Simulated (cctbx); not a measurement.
## What resolution and counting buy: LaEu2ErGe2

Space group P6_3/mmc (no. 194), a = 4.7760 Å, b = 4.7760 Å, c = 17.4290 Å, α = 90.00°, β = 90.00°, γ = 120.00°.

```csv
atom,mult.,x,y,z,Ueq (Å²)
Er1,2,0,0,0,0.0072
Eu1,4,2/3,1/3,0.8503,0.0054
La1,2,0,0,1/4,0.0100
Ge1,4,2/3,1/3,0.3839,0.0100
```

The model is made up (kin elements in a known structure type, no relaxation), so it says nothing on whether the phase exists.

Five simulated data sets (cctbx; Ag Kα, λ = 0.56087 Å; 1.5 % proportional error) differ in resolution or exposure (noise floor 8 counts in the first three, 8 in the last two). Each is refined with the right model, isotropic at 1.1 Å and anisotropic otherwise. How do the figures of merit and the uncertainties move?

```
d min (Å)  top counts  ⟨I/σ⟩ (unmerged, absences included)  unique  param. (scale apart)   Rint      R1  GooF  largest s.u. xyz (fractional)  s.u. U of Ge1 (Å²)  largest error (Å)
      1.1        5000                                  9.6      75                     6  0.043  0.0146  1.05                        0.00011              0.0005             0.0007
     0.84        5000                                  8.1     149                    10  0.050  0.0134  0.92                        0.00007              0.0004             0.0012
      0.6        5000                                  6.0     365                    10  0.072  0.0165  0.95                        0.00005              0.0002             0.0005
     0.75         300                                  1.1     202                    10  0.429  0.0712  0.97                        0.00064              0.0026             0.0333
     0.75        3000                                  5.6     202                    10  0.077  0.0197  0.97                        0.00009              0.0004             0.0056
```

The number of reflections grows roughly as 1/d³: 75, 149 and 365 here. R1 follows the noise rather than the truth: at 300 counts it is 0.0712, at 3000 counts 0.0197, while GooF is 0.97 and 0.97: the weights 1/σ² carry the noise. The s.u. of U (U11 where anisotropic) for Ge1 goes 0.0005, 0.0004, 0.0002 Å² with resolution and 0.0026, 0.0004 Å² with exposure.

Hardware for the 0.6 Å refinement: 0.61 s on 1 thread of Arm Neoverse N1, with other jobs on the host, peak memory 0.09 GiB.

[Logs are printed without paths, hosts, clocks, repeated set-up lines and the standing remarks that a program may print on its own settings, such as how far it seeks lower states.]
